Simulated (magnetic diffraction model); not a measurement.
# DyCd5: the ordered moment from one line

Space group P6/mmm (no. 191), a = 5.8730 Å, c = 4.8990 Å.

```
site  atom    x    y    z
  1a    Dy    0    0    0
  3g    Cd    0  1/2  1/2
  2c    Cd  2/3  1/3    0
```

The compound is invented for this exercise: a known structure type with other elements, its cell scaled to their sizes and not relaxed.

Only Dy is taken to order (form factors of Dy3+); orders and moment sizes are assumed, and not adapted to the symmetry. Radiation: neutrons of λ = 2.52 Å (absorption by Cd and Dy left out), 5° to 100°; isotropic B of 0.1 Å² (Dy) and 0.15 Å² (Cd). The intensities are simulated: I ∝ L Σ (|F_N|² + |F_M⊥|²) for unpolarised neutrons, with F_M = 2.695 fm/μB × Σ f(s) S exp(2πi Q·r) exp(−B s²) at Q = H ± k (one set where k and −k are equivalent), only the part normal to Q counting and L = 1/(sin²θ cos θ). For collinear order S is the moment m, which repeats by lattice and centring translations R with the sign exp(−2πi k·R). Form factors are spin-only for 3d ions and dipole or tabulated for f ions, scattering lengths are Sears's of 1992, and absorption is left out. A label names one of the reflections at its angle. The strongest nuclear line in the range is 100, and lines under 0.2 are left out.

In a first state the assumed order is k = (0 0 0), collinear moments along [101], 9.1 μB on Dy, with this pattern:

```tsv
2θ (°)	index	nuclear	magnetic
28.69	(1 0 0)	9.5	71.9
29.81	(0 0 1)	8.3	18.5
41.84	(1 0 1)	52.6	59.8
50.82	(1 1 0)	31.2	21.6
59.40	(2 0 0)	36.3	15.5
60.03	(1 1 1)	100.0	29.0
61.91	(0 0 2)	27.2	4.0
67.87	(2 0 1)	0.5	22.6
69.63	(1 0 2)	4.2	19.3
81.91	(2 1 0)	3.5	16.1
84.11	(1 1 2)	30.9	13.8
89.51	(2 1 1)	35.2	26.7
91.16	(2 0 2)	43.0	12.1
96.01	(3 0 0)	13.9	6.1
```

**Question.** Nearer the ordering temperature the line at 28.69° has total intensity 27.5 on the same scale, and all moments have shrunk alike. How large is the Dy moment?

The nuclear part, 9.5, stays, so the magnetic part is 18.0 against 71.9. It goes as m², so m = 9.1 × √(18.0/71.9) = 4.55 μB; the value used was 4.55 μB.

[Logs are printed without paths, hosts, clocks, repeated set-up lines and the standing remarks that a program may print on its own settings, such as how far it seeks lower states.]
